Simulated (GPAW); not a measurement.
# Co4 Ru5 Co4 0001: parallel and opposed starts

A self-consistent run ends on one state, which hangs on the start. Several orders of Co4 Ru5 Co4 0001 are started in GPAW and their energies compared.

Method: PBE; plane waves with GPAW's PAW setups, scalar-relativistic, in GPAW 26.7.0.

## (1) The starting structure

The cell holds 13 atoms: 8 Co and 5 Ru. Cell: a = 2.706 Å, b = 2.706 Å, c = 34.976 Å, α = 90.0°, β = 90.0°, γ = 120.0°. ideal sites on the substrate's mesh, layer spacings from atomic volumes, unrelaxed, 12 A of vacuum. Vacuum lies along c.

## (2) Run 1 (ferro ++++++++)

Parallel moments need no larger cell; this start tests for a ferromagnetic state only.

File order1.py:

```python
import json
import numpy as np
from ase import Atoms
from ase.parallel import paropen, parprint
from gpaw import GPAW

atoms = Atoms(['Co', 'Co', 'Co', 'Co', 'Ru', 'Ru', 'Ru', 'Ru', 'Ru', 'Co', 'Co', 'Co', 'Co'],
    cell=[[2.706, 0.0, 0.0],
         [-1.353, 2.343465, 0.0],
         [0.0, 0.0, 34.975942]],
    scaled_positions=[[0.0, 0.0, 0.171546],
         [0.333333, 0.666667, 0.221592],
         [0.0, 0.0, 0.271638],
         [0.333333, 0.666667, 0.321684],
         [0.0, 0.0, 0.377365],
         [0.333333, 0.666667, 0.438683],
         [0.0, 0.0, 0.5],
         [0.333333, 0.666667, 0.561317],
         [0.0, 0.0, 0.622635],
         [0.333333, 0.666667, 0.678316],
         [0.0, 0.0, 0.728362],
         [0.333333, 0.666667, 0.778408],
         [0.0, 0.0, 0.828454]],
    pbc=True,
    magmoms=[1.8, 1.8, 1.8, 1.8, 0.0, 0.0, 0.0, 0.0, 0.0, 1.8, 1.8, 1.8, 1.8])
atoms.calc = GPAW(mode={'name': 'pw', 'ecut': 450},
    xc='PBE',
    kpts={'size': (20, 20, 1), 'gamma': True},
    occupations={'name': 'fermi-dirac', 'width': 0.05},
    convergence={'density': 1e-05, 'energy': 1e-05},
    maxiter=200,
    mixer={'name': 'pulay', 'beta': 0.03, 'nmaxold': 8, 'weight': 100},
    symmetry={'tolerance': 1e-4},
    txt='order1.txt')
e = atoms.get_potential_energy(force_consistent=True)
res = {'free_energy': e, 'energy_sigma0': atoms.get_potential_energy(), 'fermi_energy': atoms.calc.get_fermi_level()}
res['moments'] = atoms.get_magnetic_moments().tolist()
res['total'] = atoms.get_magnetic_moment()
parprint('site moments (muB):', np.round(res['moments'], 3))
parprint(f"total moment: {res['total']:.3f} muB")
parprint(f'free energy: {e:.6f} eV')
atoms.calc.write('order1.gpw')
with paropen('results.json', 'w') as f:
    json.dump(res, f)
```

Run with:

```sh
$ OMP_NUM_THREADS=1 mpirun -n 4 gpaw python order1.py > order1.log
```

Numbers of over 12 decimals in the logs are rounded to 6 here.

Output:

```text
site moments (muB): [ 1.827  1.729  1.627  1.338 -0.016 -0.049  0.029 -0.049 -0.016  1.338
  1.627  1.729  1.827]
total moment: 12.561 muB
free energy: -108.296698 eV

--- order1.txt ---
Input parameters:
  mode=PW(ecut=450),
  convergence={'density': 1e-05, 'energy': 1e-05},
  kpts=MonkhorstPack(size=(20, 20, 1), gamma=True),
  maxiter=200,
  mixer=Pulay(name='pulay', nmaxold=8, beta=0.03, weight=100, sigma=0.015, g_ss=None),
  occupations=Occupations(name='fermi-dirac', width=0.05),
  symmetry=Symmetry(tolerance=0.0001),
  xc=XC(name='PBE')

Diagonalizing LCAO Hamiltonian
Converting LCAO to pw mode

       Co

        Co

       Co
        Co

       Ru

        Ru

       Ru

        Ru

       Ru
        Co

       Co
        Co

       Co

Atoms  # Å, Bohr magnetons
|    | symbol |         x |        y |         z |    initial magnetic moments |
|----|--------|-----------|----------|-----------|-----------------------------|
|  0 |     Co |  0.000000 | 0.000000 |  5.999983 | ( 0.0000,  0.0000,  1.8000) |
|  1 |     Co | -0.000001 | 1.562311 |  7.750389 | ( 0.0000,  0.0000,  1.8000) |
|  2 |     Co |  0.000000 | 0.000000 |  9.500795 | ( 0.0000,  0.0000,  1.8000) |
|  3 |     Co | -0.000001 | 1.562311 | 11.251201 | ( 0.0000,  0.0000,  1.8000) |
|  4 |     Ru |  0.000000 | 0.000000 | 13.198696 | ( 0.0000,  0.0000,  0.0000) |
|  5 |     Ru | -0.000001 | 1.562311 | 15.343351 | ( 0.0000,  0.0000,  0.0000) |
|  6 |     Ru |  0.000000 | 0.000000 | 17.487971 | ( 0.0000,  0.0000,  0.0000) |
|  7 |     Ru | -0.000001 | 1.562311 | 19.632591 | ( 0.0000,  0.0000,  0.0000) |
|  8 |     Ru |  0.000000 | 0.000000 | 21.777246 | ( 0.0000,  0.0000,  0.0000) |
|  9 |     Co | -0.000001 | 1.562311 | 23.724741 | ( 0.0000,  0.0000,  1.8000) |
| 10 |     Co |  0.000000 | 0.000000 | 25.475147 | ( 0.0000,  0.0000,  1.8000) |
| 11 |     Co | -0.000001 | 1.562311 | 27.225553 | ( 0.0000,  0.0000,  1.8000) |
| 12 |     Co |  0.000000 | 0.000000 | 28.975959 | ( 0.0000,  0.0000,  1.8000) |

Unit cell  # Å
| periodic |         x |        y |         z |   lengths |     angles |
|----------|-----------|----------|-----------|-----------|------------|
|      yes |  2.706000 | 0.000000 |  0.000000 |  2.706000 |  90.000000 |
|      yes | -1.353000 | 2.343465 |  0.000000 |  2.706000 |  90.000000 |
|      yes |  0.000000 | 0.000000 | 34.975942 | 34.975942 | 119.999997 |

Number of symmetries: 12

BZ-sampling:
  Number of BZ points: 400
  Number of IBZ points: 44

  Monkhorst-Pack size: [20, 20, 1]
  Monkhorst-Pack shift: [0.025, 0.025, 0.0]

K-points  # in reciprocal-cell coordinates
|     |                                coordinates |     weight |
|-----|--------------------------------------------|------------|
|   0 | ( -0.00000000,  -0.00000000,   0.00000000) | 0.00250000 |
|   1 | (  0.05000000,  -0.00000000,   0.00000000) | 0.01500000 |
|   2 | (  0.10000000,  -0.05000000,   0.00000000) | 0.01500000 |
|   3 | (  0.10000000,  -0.00000000,   0.00000000) | 0.01500000 |
|   4 | (  0.15000000,  -0.05000000,   0.00000000) | 0.03000000 |
|   5 | (  0.15000000,  -0.00000000,   0.00000000) | 0.01500000 |
|   6 | (  0.20000000,  -0.10000000,   0.00000000) | 0.01500000 |
|   7 | (  0.20000000,  -0.05000000,   0.00000000) | 0.03000000 |
|   8 | (  0.20000000,  -0.00000000,   0.00000000) | 0.01500000 |
|   9 | (  0.25000000,  -0.10000000,   0.00000000) | 0.03000000 |
| ... |                                            |            |
|  43 | (  0.50000000,   0.50000000,   0.00000000) | 0.00750000 |

Plane wave coefficients: 4853
Cutoff: 450.000000 eV

Spin-components: 2 (collinear spins)
Bands:           104
Projectors:      78
Spin-degeneracy: 1
Datatype:        complex128

Parallelization:
  kpt:    4
  domain: 1
  band:   1

Density:
  Valence electrons: 152.0
  Components: 2
  Grid points: [ 14  14 175]
  Charge: 0.0  # |e|

Potential:
  Grid points: [ 14  14 175]

species:
  Co:
    name:    Cobalt
    Z:       27.0
    valence: 9
    core:    18
    charge:  0.0  # [|e|]
    compensation charges:
      type: gauss
      rc: 0.32  # [Å]
      lmax: 2
    cutoffs:
      filter: 1.87  # [Å]
      core: 2.55  # [Å]
    projectors
    | kind |    occ | energy [eV] | rcut [Å] |
    |------|--------|-------------|----------|
    |   4s |  2.000 |      -5.469 |    1.005 |
    |   4p |  0.000 |      -1.277 |    1.058 |
    |   3d |  7.000 |      -8.205 |    1.005 |
    |    s |        |      21.742 |    1.005 |
    |    p |        |      25.934 |    1.058 |
    |    d |        |      19.007 |    1.005 |

    Using partial waves for Co as LCAO basis

  Ru:
    name:    Ruthenium
    Z:       44.0
    valence: 16
    core:    28
    charge:  0.0  # [|e|]
    compensation charges:
      type: gauss
      rc: 0.39  # [Å]
      lmax: 2
    cutoffs:
      filter: 2.16  # [Å]
      core: 1.30  # [Å]
    projectors
    | kind |    occ | energy [eV] | rcut [Å] |
    |------|--------|-------------|----------|
    |   4s |  2.000 |     -76.316 |    1.281 |
    |   5s |  1.000 |      -4.236 |    1.281 |
    |   4p |  6.000 |     -46.423 |    1.286 |
    |   5p |  0.000 |      -0.913 |    1.286 |
    |   4d |  7.000 |      -5.203 |    1.254 |
    |    d |        |      22.008 |    1.254 |

    Using partial waves for Ru as LCAO basis

Reference energy: -919447.304160  # eV

eigensolver:
  PPCG
  Converge bands: occupied
  niter=2

density mixing:
  Pulay-Mixer
  Linear mixing parameters: 0.03
  Old densities: 8
  Fourier metric: weight=100, sigma=0.015

occupation numbers:
  Fermi-Dirac:
    width: 0.0500  # eV

poisson solver:
  ecut: 3600.000000  # eV

xc functional:
  name: PBE with 2 nearest neighbor stencil

convergence criteria:
- Maximum integral of absolute [dens]ity change: 1e-05 electrons / valence electron
- Maximum [total energy] change in last 3 cyles: 1e-05 eV / valence electron
- Maximum integral of absolute [eigenst]ate change: 4e-08 eV^2 / valence electron
maximum number of iterations: 200

SCF iterations
|iter     |      energy | eigst |  dens |  magmom |
|---------|-------------|-------|-------|---------|
|iter:   1|       0s | -133.389938 | +0.33 |       | +14.4217|
|iter:   2|      20s | -695.539530 | +1.40 | -0.59 | +14.0858|
|iter:   3|      40s | -143.356589 | +0.83 | -0.28 | +13.9883|
|iter:   4|      60s | -113.687823 | -0.19 | -0.73 | +14.0028|
|iter:   5|      80s | -112.377843 | -1.31 | -1.03 | +14.0064|
|iter:   6|     100s | -111.587565 | -2.38 | -1.10 | +13.9528|
|iter:   7|     120s | -110.747373 | -2.07 | -1.13 | +13.8702|
|iter:   8|     140s | -109.621633 | -1.64 | -1.13 | +13.5314|
|iter:   9|     160s | -108.298955 | -1.71 | -1.25 | +13.3257|
|iter:  10|     180s | -108.174734 | -2.53 | -1.43 | +13.2620|
[... 37 iterations left out ...]
|iter:  48|     830s | -108.233786c| -7.99c| -4.60 | +12.5630|
|iter:  49|     840s | -108.233786c| -8.03c| -4.61 | +12.5631|
|iter:  50|     849s | -108.233786c| -7.94c| -4.64 | +12.5624|
|iter:  51|     859s | -108.233786c| -8.35c| -4.79 | +12.5623|
|iter:  52|     869s | -108.233786c| -8.50c| -4.82 | +12.5621|
|iter:  53|     878s | -108.233785c| -8.82c| -4.82 | +12.5620|
|iter:  54|     888s | -108.233785c| -8.50c| -4.82 | +12.5615|
|iter:  55|     897s | -108.233785c| -8.72c| -4.89 | +12.5612|
|iter:  56|     907s | -108.233786c| -9.08c| -4.94 | +12.5610|
|iter:  57|     917s | -108.233786c| -9.17c| -5.02c| +12.5608|

Converged in 57 steps
Energy contributions relative to reference atoms: (reference = -919447.304160)

Energy contributions:
  Kinetic:          62.069805
  Coulomb:         -67.383493
  Zero:              1.081956
  External:          0.000000
  Xc:             -103.939142
  Entropy:          -0.125824
  Spinorbit:         0.000000
  ----------------------------
  Free energy:    -108.296698
  Extrapolated:   -108.233786

dipole moment: (-43.173239, -41.551341, -0.000144)  # |e|*Ang

Total magnetic moment: (0.000000, 0.000000, 12.560802)

Local magnetic moments
|        x |        y |         z |
|----------|----------|-----------|
| 0.000000 | 0.000000 |  1.827121 |  # Co   0
| 0.000000 | 0.000000 |  1.728726 |  # Co   1
| 0.000000 | 0.000000 |  1.626547 |  # Co   2
| 0.000000 | 0.000000 |  1.338472 |  # Co   3
| 0.000000 | 0.000000 | -0.016273 |  # Ru   4
| 0.000000 | 0.000000 | -0.048633 |  # Ru   5
| 0.000000 | 0.000000 |  0.028906 |  # Ru   6
| 0.000000 | 0.000000 | -0.048633 |  # Ru   7
| 0.000000 | 0.000000 | -0.016273 |  # Ru   8
| 0.000000 | 0.000000 |  1.338472 |  # Co   9
| 0.000000 | 0.000000 |  1.626547 |  # Co  10
| 0.000000 | 0.000000 |  1.728726 |  # Co  11
| 0.000000 | 0.000000 |  1.827121 |  # Co  12

Fermi level: 7.021
Eigenvalues  # (at kpt = [-0.000, -0.000, 0.000])
| band index |      eig [eV] | occ [0-1] |      eig [eV] | occ [0-1] |
|------------|---------------|-----------|---------------|-----------|
|          0 |       -66.095 |     1.000 |       -66.109 |     1.000 |
|        ... |               |           |               |           |
|         75 |         5.626 |     1.000 |         7.056 |     0.331 |
|         76 |         6.019 |     1.000 |         7.057 |     0.329 |
|         77 |         6.019 |     1.000 |         7.218 |     0.019 |
|         78 |         6.151 |     1.000 |         7.218 |     0.019 |
|         79 |         6.151 |     1.000 |         7.255 |     0.009 |
|         80 |         6.176 |     1.000 |         7.422 |     0.000 |
|         81 |         6.277 |     1.000 |         7.422 |     0.000 |
|         82 |         6.277 |     1.000 |         7.741 |     0.000 |
|         83 |         6.362 |     1.000 |         7.741 |     0.000 |
|         84 |         6.362 |     1.000 |         7.742 |     0.000 |
|         85 |         6.445 |     1.000 |         7.896 |     0.000 |
|         86 |         6.445 |     1.000 |         7.896 |     0.000 |
|         87 |         6.874 |     0.950 |         7.962 |     0.000 |
|         88 |         6.974 |     0.720 |         7.962 |     0.000 |
|         89 |         6.974 |     0.720 |         8.018 |     0.000 |
|        ... |               |           |               |           |
|        103 |        17.296 |     0.000 |        17.633 |     0.000 |

No gap
No difference between direct/indirect transitions
```

Wall time 16 min (4 MPI ranks of Arm Neoverse V2, shared host); peak memory 1.8 GiB.

Spin moment in the augmentation sphere by atom:

```
atom  spin moment in the augmentation sphere (μB)
 Co1                                         1.83
 Co2                                         1.73
 Co3                                         1.63
 Co4                                         1.34
 Ru5                                        -0.02
 Ru6                                        -0.05
 Ru7                                         0.03
 Ru8                                        -0.05
 Ru9                                        -0.02
Co10                                         1.34
Co11                                         1.63
Co12                                         1.73
Co13                                         1.83
```

Read from the output:

```
magnetization : 12.56 μB
final state   : ferromagnetic
```

After 57 cycles the largest moment stands at 1.83 μB.

[end of part 1 of 2]

[Logs and program files are shortened in this print: banners, set-up blocks, solver, clock and traceback lines can be left out without a mark of their own.]

[Logs are printed without paths, hosts, clocks, repeated set-up lines and the standing remarks that a program may print on its own settings, such as how far it seeks lower states.]

[Hosts, paths, dates, database ids (printed as entryN), source tags and the programs' standing remarks are cut or masked in the printed files.]

[Where a cell is said to come from a database of computed structures, the database is the Materials Project.]
